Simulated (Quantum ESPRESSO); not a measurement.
# YCo4B: which magnetic order is lowest, part 2 of 2

Wanted: the moments of YCo4B and the energy of each order that was tried.

Quantum ESPRESSO 7.5; PBEsol; plane waves with GBRV 1.5 PBEsol potentials, no spin-orbit coupling.

So far, absolute magnetization (μB): step 2 (start 1: ferro ++++++++) 9.71.

**3. Run 2 (antiferro +−−−+−++)**

pw.in

```
&CONTROL
  calculation = 'scf'
  prefix = 'pwscf'
  outdir = './tmp'
  pseudo_dir = './pseudo'
  disk_io = 'nowf'
/
&SYSTEM
  ibrav = 0
  nat = 12
  ntyp = 4
  ecutwfc = 40
  ecutrho = 280
  nbnd = 101
  occupations = 'smearing'
  smearing = 'fd'
  degauss = 0.00734986
  nspin = 2
  starting_magnetization(1) = 0
  starting_magnetization(2) = 0.1176
  starting_magnetization(3) = -0.1176
  starting_magnetization(4) = 0
/
&ELECTRONS
  conv_thr = 2.4d-08
  electron_maxstep = 150
  mixing_beta = 0.3
/
ATOMIC_SPECIES
Y      88.9058 y_pbesol_v1.4.uspp.F.UPF
Co1    58.9332 co_pbesol_v1.2.uspp.F.UPF
Co2    58.9332 co_pbesol_v1.2.uspp.F.UPF
B      10.8100 b_pbesol_v1.4.uspp.F.UPF
CELL_PARAMETERS angstrom
   5.0200000000    0.0000000000    0.0000000000
  -2.5100000000    4.3474475270    0.0000000000
   0.0000000000    0.0000000000    6.8930000000
ATOMIC_POSITIONS crystal
Y       0.0000000000    0.0000000000    0.5000000000
Y       0.0000000000    0.0000000000    0.0000000000
Co1     0.3333333333    0.6666666667    0.0000000000
Co2     0.6666666667    0.3333333333    0.0000000000
Co2     0.5000000000    0.0000000000    0.2830000000
Co2     0.5000000000    0.5000000000    0.2830000000
Co1     0.0000000000    0.5000000000    0.2830000000
Co2     0.0000000000    0.5000000000    0.7170000000
Co1     0.5000000000    0.5000000000    0.7170000000
Co1     0.5000000000    0.0000000000    0.7170000000
B       0.3333333333    0.6666666667    0.5000000000
B       0.6666666667    0.3333333333    0.5000000000
K_POINTS automatic
6 6 6 0 0 0
```

Command:

```console
$ OMP_NUM_THREADS=1 mpirun -n 4 pw.x -nk 4 -in pw.in > pw.out
```

Log:

```text
[banner, memory and clock lines left out]
Program PWSCF v.7.5 starts

     Message from routine setup:
     using ibrav=0 with symmetry is DISCOURAGED, use correct ibrav instead

     bravais-lattice index     =            0
     lattice parameter (alat)  =       9.4864  a.u.
     unit-cell volume          =    1015.1797 (a.u.)^3
     number of atoms/cell      =           12
     number of atomic types    =            4
     number of electrons       =       164.00
     number of Kohn-Sham states=          101
     kinetic-energy cutoff     =      40.0000  Ry
     charge density cutoff     =     280.0000  Ry
     scf convergence threshold =      2.4E-08
     mixing beta               =       0.3000
     number of iterations used =            8  plain     mixing
     Exchange-correlation= SLA  PW   PSX  PSC
                           (   1   4  10   8   0   0   0)

     celldm(1)=   9.486425  celldm(2)=   0.000000  celldm(3)=   0.000000
     celldm(4)=   0.000000  celldm(5)=   0.000000  celldm(6)=   0.000000

     crystal axes: (cart. coord. in units of alat)
               a(1) = (   1.000000   0.000000   0.000000 )
               a(2) = (  -0.500000   0.866025   0.000000 )
               a(3) = (   0.000000   0.000000   1.373108 )

     reciprocal axes: (cart. coord. in units 2 pi/alat)
               b(1) = (  1.000000  0.577350 -0.000000 )
               b(2) = (  0.000000  1.154701  0.000000 )
               b(3) = (  0.000000 -0.000000  0.728275 )

     PseudoPot. # 1 for Y  read from file:
     y_pbesol_v1.4.uspp.F.UPF
     Pseudo is Ultrasoft + core correction, Zval = 11.0

     PseudoPot. # 2 for Co read from file:
     co_pbesol_v1.2.uspp.F.UPF
     Pseudo is Ultrasoft + core correction, Zval = 17.0

     PseudoPot. # 3 for Co read from file:
     co_pbesol_v1.2.uspp.F.UPF
     Pseudo is Ultrasoft + core correction, Zval = 17.0

     PseudoPot. # 4 for B  read from file:
     b_pbesol_v1.4.uspp.F.UPF
     Pseudo is Ultrasoft + core correction, Zval =  3.0

     atomic species   valence    mass     pseudopotential
     Y                11.00    88.90580     Y ( 1.00)
     Co1              17.00    58.93320     Co( 1.00)
     Co2              17.00    58.93320     Co( 1.00)
     B                 3.00    10.81000     B ( 1.00)

     Starting magnetic structure
     atomic species   magnetization
     Y               0.000
     Co1             0.118
     Co2            -0.118
     B               0.000

      2 Sym. Ops. (no inversion) found

   Cartesian axes

     site n.     atom                  positions (alat units)
         1        Y      tau(   1) = (   0.0000000   0.0000000   0.6865538  )
         2        Y      tau(   2) = (   0.0000000   0.0000000   0.0000000  )
         3        Co1    tau(   3) = (  -0.0000000   0.5773503   0.0000000  )
         4        Co2    tau(   4) = (   0.5000000   0.2886751   0.0000000  )
         5        Co2    tau(   5) = (   0.5000000   0.0000000   0.3885894  )
         6        Co2    tau(   6) = (   0.2500000   0.4330127   0.3885894  )
         7        Co1    tau(   7) = (  -0.2500000   0.4330127   0.3885894  )
         8        Co2    tau(   8) = (  -0.2500000   0.4330127   0.9845181  )
         9        Co1    tau(   9) = (   0.2500000   0.4330127   0.9845181  )
        10        Co1    tau(  10) = (   0.5000000   0.0000000   0.9845181  )
        11        B      tau(  11) = (  -0.0000000   0.5773503   0.6865538  )
        12        B      tau(  12) = (   0.5000000   0.2886751   0.6865538  )

     number of k points=    68  Fermi-Dirac smearing, width (Ry)=  0.0073
                       cart. coord. in units 2pi/alat
        k(    1) = (   0.0000000   0.0000000   0.0000000), wk =   0.0046296
        k(    2) = (   0.0000000   0.0000000   0.1213792), wk =   0.0092593
        k(    3) = (   0.0000000   0.0000000   0.2427584), wk =   0.0092593
        k(    4) = (   0.0000000   0.0000000  -0.3641375), wk =   0.0046296
        k(    5) = (   0.0000000   0.1924501   0.0000000), wk =   0.0185185
        [... 63 further k-points ...]

     Dense  grid:    80259 G-vectors     FFT dimensions: (  54,  54,  72)

     Smooth grid:    34739 G-vectors     FFT dimensions: (  40,  40,  54)

     Check: negative core charge=   -0.000037
     Generating pointlists ...
     new r_m :   0.2382 (alat units)  2.2593 (a.u.) for type    1
     new r_m :   0.1711 (alat units)  1.6234 (a.u.) for type    2
     new r_m :   0.1711 (alat units)  1.6234 (a.u.) for type    3
     new r_m :   0.1711 (alat units)  1.6234 (a.u.) for type    4

     Initial potential from superposition of free atoms

     starting charge     155.9911, renormalised to     164.0000
     Starting wfcs are  138 randomized atomic wfcs

     Self-consistent Calculation

     iteration #  1     ecut=    40.00 Ry     beta= 0.30
     Davidson diagonalization with overlap
     ethr =  1.00E-02,  avg # of iterations =  2.4

     total energy              =   -2547.86518369 Ry
     estimated scf accuracy    <     109.69100141 Ry

     total magnetization       =     0.00 Bohr mag/cell
     absolute magnetization    =     9.09 Bohr mag/cell

     iteration #  2     ecut=    40.00 Ry     beta= 0.30
     Davidson diagonalization with overlap
     ethr =  1.00E-02,  avg # of iterations =  3.7

     total energy              =   -2578.28739660 Ry
     estimated scf accuracy    <      87.64860499 Ry

     total magnetization       =    -0.00 Bohr mag/cell
     absolute magnetization    =     1.20 Bohr mag/cell

     [... further iterations left out ...]

     iteration # 63     ecut=    40.00 Ry     beta= 0.30
     Davidson diagonalization with overlap
     ethr =  2.87E-11,  avg # of iterations =  2.3

     total energy              =   -2584.44228510 Ry
     estimated scf accuracy    <       0.00000004 Ry

     total magnetization       =     0.00 Bohr mag/cell
     absolute magnetization    =     3.48 Bohr mag/cell

     iteration # 64     ecut=    40.00 Ry     beta= 0.30
     Davidson diagonalization with overlap
     ethr =  2.43E-11,  avg # of iterations =  1.0

     Magnetic moment per site  (integrated on atomic sphere of radius R)
     atom   1 (R=0.238)  charge=  8.6990  magn= -0.0001
     atom   2 (R=0.238)  charge=  8.6236  magn= -0.0001
     atom   3 (R=0.171)  charge= 14.6021  magn=  1.3613
     atom   4 (R=0.171)  charge= 14.6022  magn= -1.3603
     atom   5 (R=0.171)  charge= 14.6573  magn= -0.0022
     atom   6 (R=0.171)  charge= 14.6573  magn= -0.0022
     atom   7 (R=0.171)  charge= 14.6574  magn= -0.0018
     atom   8 (R=0.171)  charge= 14.6574  magn=  0.0033
     atom   9 (R=0.171)  charge= 14.6574  magn=  0.0035
     atom  10 (R=0.171)  charge= 14.6574  magn=  0.0035
     atom  11 (R=0.171)  charge=  1.9290  magn= -0.0078
     atom  12 (R=0.171)  charge=  1.9290  magn=  0.0077

     End of self-consistent calculation

     Number of k-points >= 100: set verbosity='high' to print the bands.

     the Fermi energy is    15.4404 ev

!    total energy              =   -2584.44228510 Ry
     estimated scf accuracy    <       0.00000001 Ry
     smearing contrib. (-TS)   =      -0.03931110 Ry
     internal energy E=F+TS    =   -2584.40297400 Ry

     The total energy is F=E-TS. E is the sum of the following terms:
     one-electron contribution =   -1632.48206619 Ry
     hartree contribution      =     905.70355596 Ry
     xc contribution           =    -318.78276819 Ry
     ewald contribution        =   -1538.84169558 Ry

     total magnetization       =     0.00 Bohr mag/cell
     absolute magnetization    =     3.48 Bohr mag/cell

     convergence has been achieved in  64 iterations
```

The job ended after 31 min (4 MPI ranks of Intel Xeon Platinum 8259CL at 2.50GHz (Skylake/Cascade Lake), shared host; peak memory 1.6 GiB; 2.1 h of CPU time).

Spin moment in the atom's sphere by atom:

| atom | spin moment in the atom's sphere (μB) |
| --- | --- |
| Y1 | 0.00 |
| Y2 | 0.00 |
| Co3 | 1.36 |
| Co4 | -1.36 |
| Co5 | 0.00 |
| Co6 | 0.00 |
| Co7 | 0.00 |
| Co8 | 0.00 |
| Co9 | 0.00 |
| Co10 | 0.00 |
| B11 | -0.01 |
| B12 | 0.01 |

This step gave:

| Property | Result |
| --- | --- |
| smearing term TS | 0.5349 eV |
| magnetization | 0 μB |
| absolute magnetization | 3.482 μB |
| final state | antiferromagnetic |

The typed signs were not kept.

Spin density in the ac plane at fractional y = 0.000, with atoms of Y and Co within 0.2 Å of it.

Ten even steps from '0' (-5.88 × 1e-3 e/Å³) to '9' (8.45 × 1e-3 e/Å³), each cell a mean:
```
44444444444444
44444444444444
44444444444444
44444444444444
44444478544444
44444479544444
44444455444444
44444444444444
44444444444444
44444444444444
44444444444444
44444433344444
44444321344444
44444310234444
44444332344444
44444433444444
44444444444444
44444444444444
44444444444444
```
Columns run along a (5.0 Å), rows up along c (6.9 Å). Atoms in or near the plane, at fractional coordinates: Y at (0.00, 0.50), Y at (0.00, 0.00), Co at (0.50, 0.28), Co at (0.50, 0.72).

Valence density in the ac plane at fractional y = 0.000, with atoms of Y and Co within 0.2 Å of it. It is the smooth field of the valence electrons, not physical close to the nuclei.

Values in e/Å³, 19 rows by 14 columns, each cell a mean:
```
 2  3  1  0  0  0  0  0  0  0  0  1  2  3
 3  2  1  0  0  0  0  0  0  0  0  0  1  2
 1  0  0  0  0  0  0  1  0  0  0  0  0  1
 0  0  0  0  0  1  4  5  2  0  0  0  0  0
 0  0  0  0  0  3 19 28  9  1  0  0  0  0
 0  0  0  0  0  4 23 34 11  1  0  0  0  0
 1  0  0  0  0  1  6  8  3  1  0  0  0  1
 3  2  1  0  0  0  1  1  1  0  0  0  1  2
 2  3  1  0  0  0  0  0  0  0  0  1  2  3
 1  3  1  0  0  0  0  0  0  0  0  1  3  2
 3  3  1  0  0  0  0  0  0  0  0  0  2  3
 1  1  0  0  0  1  2  3  1  0  0  0  1  1
 0  0  0  0  0  3 15 21  7  1  0  0  0  0
 0  0  0  0  0  4 25 37 12  1  0  0  0  0
 0  0  0  0  0  2  9 14  5  1  0  0  0  0
 0  0  0  0  0  0  1  1  1  0  0  0  0  0
 1  1  0  0  0  0  0  0  0  0  0  0  1  1
 3  3  1  0  0  0  0  0  0  0  0  0  2  3
 1  3  1  0  0  0  0  0  0  0  0  1  3  2
```
Columns run along a (5.0 Å), rows up along c (6.9 Å). Atoms in or near the plane, at fractional coordinates: Y at (0.00, 0.50), Y at (0.00, 0.00), Co at (0.50, 0.28), Co at (0.50, 0.72).

**4. Start 3: antiferro +−−+−−++**

pw.in: that of step 3 with these lines changed.

```diff
@@ -43,4 +43,4 @@
 Co2     0.5000000000    0.0000000000    0.2830000000
-Co2     0.5000000000    0.5000000000    0.2830000000
-Co1     0.0000000000    0.5000000000    0.2830000000
+Co1     0.5000000000    0.5000000000    0.2830000000
+Co2     0.0000000000    0.5000000000    0.2830000000
 Co2     0.0000000000    0.5000000000    0.7170000000
```

Log:

```text
     [... lines left out ...]
Program PWSCF v.7.5 starts
     [... lines left out ...]
     number of atoms/cell      =           12
     [... lines left out ...]
     number of electrons       =       164.00
     number of Kohn-Sham states=          101
     kinetic-energy cutoff     =      40.0000  Ry
     charge density cutoff     =     280.0000  Ry
     scf convergence threshold =      2.4E-08
     [... lines left out ...]
     No symmetry found
     [... lines left out ...]
     number of k points=   112  Fermi-Dirac smearing, width (Ry)=  0.0073
     [... lines left out ...]
     iteration #100     ecut=    40.00 Ry     beta= 0.30
     [... lines left out ...]
[key lines of the parts left out:]
total energy              =   -2584.44228426 Ry
total magnetization       =     0.00 Bohr mag/cell
```

Elapsed: 73 min, on 4 MPI ranks; peak memory 2.2 GiB.

Residual by cycle:

cycle, log10 residual and a bar from the least value:
```
        1        3.2 ##############################
       10        1.1 ######################
       19       -1.2 #############
       28       -1.7 ###########
       37       -2.3 #########
       46       -3.0 #######
       54       -3.3 #####
       63       -4.2 ##
       72       -4.3 ##
       81       -4.2 ##
       90       -4.3 ##
       99       -4.7
```

The run was cut off at its time limit.

After 99 cycles the residual stands at 1.9e-5.

**5. Energies of the orders**

An order is kept where moments of 0.15 μB or more survive with the typed signs; meshes match where a doubled cell samples the same k points as the first cell.

Orders:

| start | final state | typed order kept | energy over the lowest (meV a seeded atom) | largest site moment (μB) | net moment (μB a cell of the first run) | mesh matched | CPU time (s) |
| --- | --- | --- | --- | --- | --- | --- | --- |
| ferro ++++++++ | ferromagnetic | yes | 0 | 1.621 | 7.612 | yes | 1094 |
| antiferro +---+-++ | antiferromagnetic | no | 54.57 | 1.361 | 0.00449 | yes | 7478 |

**6. Summary of results**

```
lowest state found      : ferromagnetic (from ferro ++++++++)
largest site moment     : 1.62 μB
next state with moments : antiferromagnetic, 54.6 meV a seeded atom higher
```

1 start left the typed signs, so such an energy belongs to the state reached, not the one typed. This is the lowest of 2 collinear or spinless starts, no proof of the ground state. 1 further start did not converge. Energies are free energies at an electronic temperature of 1160 K, which lowers moments and differences where the moments are itinerant.

[Logs and program files are shortened in this print: banners, set-up blocks, solver, clock and traceback lines can be left out without a mark of their own.]

[Logs are printed without paths, hosts, clocks, repeated set-up lines and the standing remarks that a program may print on its own settings, such as how far it seeks lower states.]

[Hosts, paths, dates, database ids (printed as entryN), source tags and the programs' standing remarks are cut or masked in the printed files.]

[Where a cell is said to come from a database of computed structures, the database is the Materials Project.]
